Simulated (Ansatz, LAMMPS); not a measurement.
# Electronic structure of Mg2+ triflate in trimethyl phosphate and diglyme at 300 K (131 atoms), part 2 of 2

Aim: energy, forces, charges and density of states of Mg2+ triflate in trimethyl phosphate and diglyme at 300 K (131 atoms) at a fixed geometry.

Ansatz 0.2.0; Kohn-Sham DFT, PBE+D3(BJ), PAW (set soft_2), plane waves.

The cell: 26 C, 28 O, 64 H, 4 P, 2 S, 6 F and 1 Mg. The network of contacts between molecules at the start is that of the classical potential that made the cell. The density was typed from a rule of thumb and may lie off the real one at this temperature. Sampling is at Γ alone, for a cell whose shortest periodic width is 11 Å.

So far. Step 3 (Plane-wave single point): Electrostatic potential energy in the ab plane at fractional z = 0.169, with atoms of C and H and O and P and F within 0.2 Å of it. With pseudopotentials it is smooth inside the atoms' cores, unlike the true potential.

**3. Plane-wave single point (continued)**

Valence density in the ab plane at fractional z = 0.169, with atoms of C and H and O and P and F within 0.2 Å of it. It is the smooth field of the valence electrons, not physical close to the nuclei.

Ten steps, logarithmic in the rise over the least value, from '0' (0.00 × 1e0 e/Å³) to '9' (9.62 × 1e0 e/Å³), each cell a mean:
```
00000000000000000000000147753100
00000000001100000000000269974100
00000122223421000000000247863100
00001255556541000000000012321000
00001356666531000000000000000000
00000134565420000000000000110000
10000012344310000000001111110001
21100001122110000000011211111122
43100000011000000000000112222334
43210000000000000000000013454433
33210000000000000000000013454432
54210000000000000010000002333345
86310000000000000111100000111357
97410000000001111112210000112368
75310001232222332122210000112356
22100013566444443211110000012233
00011234687643233210000000012221
00134555666544454210000000001110
00135655543234676420000000000000
00013344431125798620000001100000
00001122221014687520000123210000
00000001100002343210000134320000
01100000000000010000000122210000
01100000000000000000000012321000
```
Columns run along a (11.5 Å), rows up along b (11.5 Å). Atoms in or near the plane, at fractional coordinates: C at (0.29, 0.79), H at (0.20, 0.83), O at (0.00, 0.43), P at (0.97, 0.57), P at (0.44, 0.29), O at (0.48, 0.17), H at (0.14, 0.23), F at (0.81, 0.93).

Mean intrinsic-atomic-orbital charges: C -0.19, F -0.27, H +0.18, Mg +1.62, O -0.69, P +2.07 e.

**4. Structure statistics**

Bonds and neighbours are counted at the geometry of the runs.

Density 1.26 g/cm³, 11.55 Å³ an atom.

Pair distribution functions g(r), in bins of 0.2 Å:

| r (Å) | total | H-H | H-O | H-C | H-F | H-P | H-S |
| --- | --- | --- | --- | --- | --- | --- | --- |
| 1.00 | 2.27 | 0.00 | 0.00 | 11.70 | 0.00 | 0.00 | 0.00 |
| 1.20 | 1.50 | 0.00 | 0.00 | 7.70 | 0.00 | 0.00 | 0.00 |
| 1.40 | 1.33 | 0.00 | 0.00 | 0.00 | 0.00 | 0.00 | 0.00 |
| 1.60 | 0.60 | 0.43 | 0.00 | 0.00 | 0.00 | 0.00 | 0.00 |
| 1.80 | 1.18 | 4.77 | 0.00 | 0.00 | 0.00 | 0.00 | 0.00 |
| 2.00 | 0.98 | 0.07 | 3.75 | 0.51 | 0.00 | 0.00 | 0.00 |
| 2.20 | 0.68 | 0.49 | 1.32 | 0.77 | 0.30 | 0.00 | 0.00 |
| 2.40 | 0.76 | 1.06 | 0.69 | 0.55 | 0.79 | 0.00 | 0.00 |
| 2.60 | 1.29 | 1.10 | 1.39 | 0.73 | 1.18 | 2.41 | 0.00 |
| 2.80 | 0.74 | 0.60 | 0.99 | 0.56 | 0.19 | 2.72 | 0.00 |
| 3.00 | 0.85 | 1.02 | 0.72 | 0.71 | 0.69 | 1.28 | 0.52 |
| 3.20 | 0.98 | 0.72 | 1.24 | 1.05 | 0.46 | 1.57 | 1.34 |
| 3.40 | 0.86 | 0.79 | 0.98 | 0.95 | 0.42 | 2.02 | 0.79 |
| 3.60 | 0.79 | 0.86 | 0.46 | 1.03 | 0.96 | 1.46 | 1.05 |
| 3.80 | 1.06 | 1.04 | 0.95 | 1.38 | 1.19 | 1.28 | 1.66 |
| 4.00 | 1.04 | 1.35 | 1.21 | 0.84 | 0.78 | 0.59 | 1.15 |
| 4.20 | 1.00 | 0.98 | 1.22 | 0.78 | 1.06 | 0.53 | 0.80 |
| 4.40 | 1.02 | 1.06 | 1.02 | 1.07 | 0.88 | 0.61 | 1.21 |
| 4.60 | 1.14 | 1.17 | 1.18 | 1.17 | 1.27 | 0.78 | 1.34 |
| 4.80 | 1.02 | 0.91 | 1.05 | 1.18 | 0.82 | 1.22 | 1.03 |
| 5.00 | 1.04 | 0.99 | 1.09 | 1.25 | 0.75 | 0.95 | 0.77 |
| 5.20 | 0.97 | 0.99 | 0.82 | 1.11 | 0.98 | 1.31 | 0.87 |
| 5.40 | 1.03 | 0.98 | 0.89 | 1.00 | 1.40 | 1.36 | 1.30 |
| 5.60 | 0.98 | 1.03 | 1.06 | 0.91 | 1.00 | 0.81 | 0.45 |

Bonds by pair of elements; cutoffs follow the first minimum of g(r), held within bounds set by covalent radii, and pairs that aren't listed don't count as bonded:

| pair A-B | cutoff (Å) | bonds | mean length (Å) | spread (Å) | shortest (Å) | B about A | A about B |
| --- | --- | --- | --- | --- | --- | --- | --- |
| H-C | 1.34 | 64 | 1.09 | 0.026 | 1.02 | 1 | 2.46 |
| O-C | 1.73 | 24 | 1.43 | 0.035 | 1.35 | 0.857 | 0.923 |
| O-P | 2.08 | 16 | 1.60 | 0.051 | 1.50 | 0.571 | 4 |
| O-S | 1.88 | 6 | 1.46 | 0.024 | 1.42 | 0.214 | 3 |
| O-Mg | 2.52 | 6 | 2.03 | 0.069 | 1.93 | 0.214 | 6 |
| C-C | 1.85 | 4 | 1.52 | 0.021 | 1.50 | 0.308 | 0.308 |
| C-F | 1.62 | 6 | 1.36 | 0.025 | 1.33 | 0.231 | 1 |
| C-S | 2.21 | 2 | 1.86 | 0.007 | 1.85 | 0.077 | 1 |

How many atoms have how many bonded neighbours:

| element | mean | 1 | 2 | 3 | 4 | 6 |
| --- | --- | --- | --- | --- | --- | --- |
| C | 4 | 0 | 0 | 0 | 26 | 0 |
| F | 1 | 6 | 0 | 0 | 0 | 0 |
| H | 1 | 64 | 0 | 0 | 0 | 0 |
| Mg | 6 | 0 | 0 | 0 | 0 | 1 |
| O | 1.86 | 6 | 20 | 2 | 0 | 0 |
| P | 4 | 0 | 0 | 0 | 4 | 0 |
| S | 4 | 0 | 0 | 0 | 2 | 0 |

Bond angles, per cent of each kind in bins of 5°:

| angle (°) | H-C-O | H-C-H | O-P-O | C-C-H | O-Mg-O |
| --- | --- | --- | --- | --- | --- |
| 75–80 | 0.0 | 0.0 | 0.0 | 0.0 | 6.7 |
| 80–85 | 0.0 | 0.0 | 0.0 | 0.0 | 6.7 |
| 85–90 | 0.0 | 0.0 | 0.0 | 0.0 | 33.3 |
| 90–95 | 0.0 | 0.0 | 0.0 | 0.0 | 26.7 |
| 95–100 | 0.0 | 3.6 | 4.2 | 0.0 | 0.0 |
| 100–105 | 10.9 | 8.9 | 37.5 | 6.2 | 6.7 |
| 105–110 | 42.2 | 41.1 | 12.5 | 56.2 | 0.0 |
| 110–115 | 42.2 | 37.5 | 20.8 | 31.2 | 0.0 |
| 115–120 | 4.7 | 8.9 | 25.0 | 6.2 | 0.0 |
| 120–125 | 0.0 | 0.0 | 0.0 | 0.0 | 0.0 |
| 125–130 | 0.0 | 0.0 | 0.0 | 0.0 | 0.0 |
| 130–135 | 0.0 | 0.0 | 0.0 | 0.0 | 0.0 |
| 135–140 | 0.0 | 0.0 | 0.0 | 0.0 | 0.0 |
| 140–145 | 0.0 | 0.0 | 0.0 | 0.0 | 0.0 |
| 145–150 | 0.0 | 0.0 | 0.0 | 0.0 | 0.0 |
| 150–155 | 0.0 | 0.0 | 0.0 | 0.0 | 0.0 |
| 155–160 | 0.0 | 0.0 | 0.0 | 0.0 | 0.0 |
| 160–165 | 0.0 | 0.0 | 0.0 | 0.0 | 0.0 |
| 165–170 | 0.0 | 0.0 | 0.0 | 0.0 | 13.3 |
| 170–175 | 0.0 | 0.0 | 0.0 | 0.0 | 6.7 |

Bond angles (no mean is given where the spread exceeds 20°):

| angle | count | mean (°) | spread (°) |
| --- | --- | --- | --- |
| H-C-O | 64 | 109 | 3.8 |
| H-C-H | 56 | 109 | 4.3 |
| O-P-O | 24 | 109 | 6.4 |
| C-C-H | 16 | 109 | 3.7 |
| O-Mg-O | 15 | - | - |

Bond length by coordination (bonds to H left out):

| element | coordination | atoms | mean bond length (Å) |
| --- | --- | --- | --- |
| O | 1 | 6 | 1.46 |
| O | 2 | 20 | 1.55 |
| O | 3 | 2 | 1.66 |

By these cutoffs all C atoms have 4, all F atoms have 1, all H atoms have 1 and all Mg atoms have 6 bonded neighbours. The H-C-O angle averages 109° with a spread of 4°.

Local excerpt of 11 atoms (numbers count through the whole input) about H10, picked at random; x, y, z are measured from there.

| atom | x | y | z | distance (Å) | bonds | intrinsic-atomic-orbital charge (e) | Fx | Fy | Fz (eV/Å) |
| --- | --- | --- | --- | --- | --- | --- | --- | --- | --- |
| H10 | 0.00 | 0.00 | 0.00 | 0.00 | 1 | 0.20 | -1.08 | 0.16 | 0.79 |
| C1 | 0.58 | -0.48 | -0.74 | 1.06 | 4 | -0.33 | -1.08 | -0.68 | -2.00 |
| H12 | 1.49 | -0.74 | -0.33 | 1.70 | 1 | 0.20 | 2.17 | -0.18 | 0.67 |
| H11 | 0.60 | 0.16 | -1.62 | 1.73 | 1 | 0.18 | 0.43 | 0.45 | -0.07 |
| O2 | -0.03 | -1.73 | -1.19 | 2.10 | 3 | -0.43 | -2.33 | 1.16 | 2.48 |
| H34 | 0.10 | -0.86 | 1.99 | 2.17 | 1 | 0.17 | 0.86 | 0.03 | 0.32 |
| H39 | -1.15 | 0.78 | 1.99 | 2.42 | 1 | 0.14 | -0.47 | 0.06 | -0.16 |
| O25 | -1.59 | -1.77 | 1.33 | 2.72 | 3 | -0.45 | -0.71 | 1.15 | 0.88 |
| C24 | -0.37 | -1.83 | 2.09 | 2.80 | 4 | -0.31 | -0.78 | -0.29 | -0.94 |
| H75 | -0.45 | 2.73 | 0.55 | 2.82 | 1 | 0.21 | -0.37 | -1.03 | -0.45 |
| H113 | 2.55 | 1.22 | -0.55 | 2.88 | 1 | 0.19 | 0.08 | -2.11 | -1.07 |

The column of bonds counts only the pairs H-C within 1.34 Å, O-C within 1.73 Å, O-P within 2.08 Å, O-S within 1.88 Å, O-Mg within 2.52 Å, C-C within 1.85 Å, C-F within 1.62 Å, C-S within 2.21 Å; other neighbours, such as metal atoms beside each other in a compound, aren't counted, and periodic images can show an atom twice.

**5. Summary of results**

```json
{"free energy per atom": "-267.4193 eV/atom", "pressure": "0.9675 GPa", "r.m.s. force component": "0.9236 eV/Å", "gap (highest filled to lowest empty level)": "4.411 eV", "wall time of the 1 DFT run": "11 s"}
```

**Reading.** Between filled and empty levels lie 4.41 eV (at Γ alone); a semilocal functional tends to put such gaps too low. In a disordered cell it changes from sample to sample and from frame to frame. By these cutoffs all C atoms have 4, all F atoms have 1, all H atoms have 1 and all Mg atoms have 6 bonded neighbours.

Caveats: The force components of 0.92 eV/Å r.m.s. hold both thermal displacement and the mismatch between the potential that made the cell and DFT, above all in bond lengths inside molecules. The pressure of a single frame lacks the kinetic term.

[Logs are printed without paths, hosts, clocks, repeated set-up lines and the standing remarks that a program may print on its own settings, such as how far it seeks lower states.]

[Hosts, paths, dates, database ids (printed as entryN), source tags and the programs' standing remarks are cut or masked in the printed files.]
